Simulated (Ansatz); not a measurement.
# Y2CS2 MXene monolayer in a perpendicular field, part 4 of 4

Aim: how the Y2CS2 MXene monolayer screens a field along its normal, and what the field does to its bands. A positive field points along +c.

Ansatz 0.2.0; plane-wave DFT, LDA, Ansatz PAW (set soft_1); PAW set soft_1 (the session's first sound run).

So far, equivalent conductor thickness p/(ε₀AE) (Å): step 9 (response, atoms held, LDA) 7.58; step 12 (response at this level, LDA) 7.57; step 15 (PBE) 7.55; step 18 (r2SCAN) 7.52; step 22 (HSE06) 7.52.

### 23. Varying the input

This step: plane-wave DFT, LDA, Ansatz PAW (Ansatz 0.2.0).

An input spoilt on purpose, to show how the run answers: it repeats the earlier run at 0.1 V/Å with efield.amplitude from 0.1 to 0 and efield.dipole_correction from true to false, and scf.max_iter set to 80.

File input.yaml:

```yaml
crystal:
  lattice:
    - [3.7474398062, 0.0, 0.0]
    - [-1.8737199031, 3.2453780713, 0.0]
    - [0.0, 0.0, 23.7187316724]
  atoms:
    - { symbol: S, position: [0.3333333333, 0.6666666667, 0.3794469335] }
    - { symbol: "Y", position: [0.6666666667, 0.3333333333, 0.4397119623] }
    - { symbol: C, position: [0.0, 0.0, 0.5] }
    - { symbol: "Y", position: [0.3333333333, 0.6666666667, 0.5602880377] }
    - { symbol: S, position: [0.6666666667, 0.3333333333, 0.6205530665] }
kpoints:
  mp_grid: { grid: [18, 18, 1] }
  band_path:
    path: [[0, 0, 0], [0.5, 0, 0], [0.33333333, 0.33333333, 0], [0, 0, 0]]
    npoints: 16
hamiltonian:
  xc: lda
  pseudopotentials: { kind: paw, azcp: { folder: soft_1 }, xc_functional: pbe }
scf:
  occupations: { method: fermi_dirac, width: 0.05 }
  convergence: { dr2_threshold: 1.0e-10 }
  max_iter: 80
efield:
  axis: 3
  dipole_correction: false
  ramp_position: 0.9473
  ramp_width: 0.1054
  amplitude: 0
output:
  write_potential: true
  write_density: true
  volumetric_format: npy
```

Command:

```bash
ansatz run input.yaml --threads 4 --pin off --max-ram 6144MiB --backend cpu --events-out ev --progress --plain --runs-dir out
```

Numbers of over 12 decimals in the logs are rounded to 6 here.

Log:

```text
Error: invalid value for `efield.amplitude`: is zero with dipole_correction: false — the section would apply nothing; set a non-zero amplitude, enable dipole_correction, or remove the block
```

The job ended after 0.02 s (4 threads of Arm Neoverse V1, shared host; peak memory 0.031 GiB).

The input was rejected at the start.

The program's message: “Error: invalid value for `efield.amplitude`: is zero with dipole_correction: false — the section would apply nothing; set a non-zero amplitude, enable dipole_correction, or remove the block”

The fault put into the input: a field block that applies nothing.

### 24. A changed input: scf.occupations.width = 0.01 and basis.ecutrho_ratio = 6

This step: plane-wave DFT, LDA, Ansatz PAW (set soft_1) (Ansatz 0.2.0).

Another changed input: it repeats the earlier run at 0.1 V/Å with scf.occupations.width from 0.05 to 0.01 and basis.ecutrho_ratio to 6.

input.yaml, as its differences from that of step 23:

```diff
@@ -20,11 +20,10 @@
 scf:
-  occupations: { method: fermi_dirac, width: 0.05 }
+  occupations: { method: fermi_dirac, width: 0.01 }
   convergence: { dr2_threshold: 1.0e-10 }
-  max_iter: 80
 efield:
   axis: 3
-  dipole_correction: false
+  dipole_correction: true
   ramp_position: 0.9473
   ramp_width: 0.1054
-  amplitude: 0
+  amplitude: 0.1
 output:
@@ -33 +32,3 @@
   volumetric_format: npy
+basis:
+  ecutrho_ratio: 6
```

Log:

```text
[...]
Crystal: 5 atoms, lattice volume = 288.464 Å³
Basis set: ecut = 420 eV, 5659 PW (Γ)
Bands: 24, of which v1, the nominal top of the filled ones, is band 19 counted from 1 (18 counted from 0)
Symmetry: 6 space group operations
k-points: 37 of 324 (time reversal used)
[...]
SCF iter   1: F=—  HF=-9478.903418 eV  |F-HF|=—  |Δ(HF+E_count)|=         —  Δρ=3.93e-2  dr2=1.31e1  ethr=3.10e-3  p=0.053 e·Å  D=3.30e-2 V/Å  ΔV_dip=-0.78 eV  dr2_dipole=2.08e-3  V_vac-E_F(+/−)=10.09/8.82 eV  ⟨swp⟩=9.1  Hψ=5559  notcnv=0
[...]
SCF iter  14: F=-9476.905639 eV  HF=-9476.905639 eV  |F-HF|=6.91e-11  |Δ(HF+E_count)|=  5.09e-10  Δρ=1.21e-7  dr2=8.95e-11  ethr=1.00e-12  p=0.051 e·Å  D=3.20e-2 V/Å  ΔV_dip=-0.76 eV  dr2_dipole=1.00e-13  V_vac-E_F(+/−)=7.49/6.19 eV  ⟨swp⟩=6.3  Hψ=2293  notcnv=0
SCF 1 converged in 14 iterations: F = -9476.905639 eV  dr2 = 8.95e-11
[...]
SCF converged after 14 iterations
Free energy (F): -9476.905639 eV
[...]
Internal energy: -9476.903429 eV  (E = F + TS)
E sigma→0 (E₀):  -9476.904534 eV
Entropy (-TS):   -0.002211 eV (-0.442 meV/atom)
Fermi energy:    -1.843786 eV
Dipole field:    D = 0.031994 V/Å  (p = 0.051003 e·Å, saw-weighted, corrected)
Work function:   not extracted (applied field tilts the vacuum); planar V_es + V_field profile in the machine report
[...]
--- Band table (eV; the first three rows and the last of 37) ---
  k-point 0: bands = [... 15 lower, -2.7327, -2.7327, -1.4241, -1.0313, -1.0313, 1.4911, 1.4911, 2.0223, ... 1 higher]
  k-point 1: bands = [... 15 lower, -2.8683, -2.7323, -1.3513, -1.2123, -1.1002, 1.4653, 1.5832, 2.0238, ... 1 higher]
  k-point 2: bands = [... 15 lower, -2.9832, -2.7337, -1.6497, -1.2685, -1.2486, 1.3026, 1.8152, 2.1102, ... 1 higher]
  k-point 36: bands = [... 15 lower, -3.0530, -3.0401, -2.4816, -2.4793, -2.4647, 2.3060, 2.3090, 2.4996, ... 1 higher]
```

It took 14 s on 4 threads; peak memory 0.69 GiB.

Numbers from this step:

```yaml
energy_at_zero_smearing: -9476.9045 eV
dipole_along_the_normal: 0.05100 e·Å
```

The electronic bands at the labelled points (eV, zero at the Fermi level):

```
  point  band 15  band 16  band 17  band 18  band 19  band 20  band 21  band 22
      Γ    -1.56    -0.89    -0.89     0.42     0.81     0.81     3.33     3.33
halfway    -1.54    -1.32    -0.93    -0.42     0.16     0.33     2.50     4.30
      M    -1.37    -1.35    -0.98    -0.96     0.02     0.12     1.93     4.16
halfway    -1.39    -1.26    -1.21    -0.79    -0.65    -0.13     2.78     4.66
      K    -2.10    -1.21    -1.20    -0.64    -0.64    -0.62     4.15     4.15
halfway    -1.85    -1.21    -0.98    -0.38    -0.33     0.19     3.26     3.38
      Γ    -1.56    -0.89    -0.89     0.42     0.81     0.81     3.33     3.33
```

```
                     quantity  this run  earlier run  difference
dipole along the normal (e·Å)   0.05100      0.05094      6.0e-5
```

The dipole moves by under 0.5 % or 5e-5 e·Å. The run took 14 SCF cycles against 13.

Of the bands kept, 3 cross the Fermi level on this path.

### 25. What came out

```
gap without field                          : none
work function, upper face                  : 6.88 eV
equivalent conductor thickness, atoms held : 7.58 Å
equivalent conductor thickness, LDA        : 7.57 Å
equivalent conductor thickness, PBE        : 7.55 Å
equivalent conductor thickness, r2SCAN     : 7.52 Å
equivalent conductor thickness, HSE06      : 7.52 Å
```

**Reading.** The induced dipole equals that of a perfect conductor 7.58 Å thick, while the outer atoms lie 5.72 Å apart. Across the functionals the thickness runs from 7.52 to 7.57 Å; those runs use a coarser k-mesh, so they are to be compared with each other. There is no gap over 0.03 eV, with or without the field. The main runs have no spin polarisation; a magnetic state could lie lower and would change these results. Spin-orbit coupling is left out. The MXene's terminations sit over the metal atoms of its far layer; the site over carbon or nitrogen, which some compounds prefer, was not run.

[Logs are printed without paths, hosts, clocks, repeated set-up lines and the standing remarks that a program may print on its own settings, such as how far it seeks lower states.]

[Hosts, paths, dates, database ids (printed as entryN), source tags and the programs' standing remarks are cut or masked in the printed files.]

[Maps of the electrostatic potential energy from Ansatz leave out the sawtooth potential of an applied field or a dipole correction, so their vacuum need not be flat; planar profiles and work functions include it.]
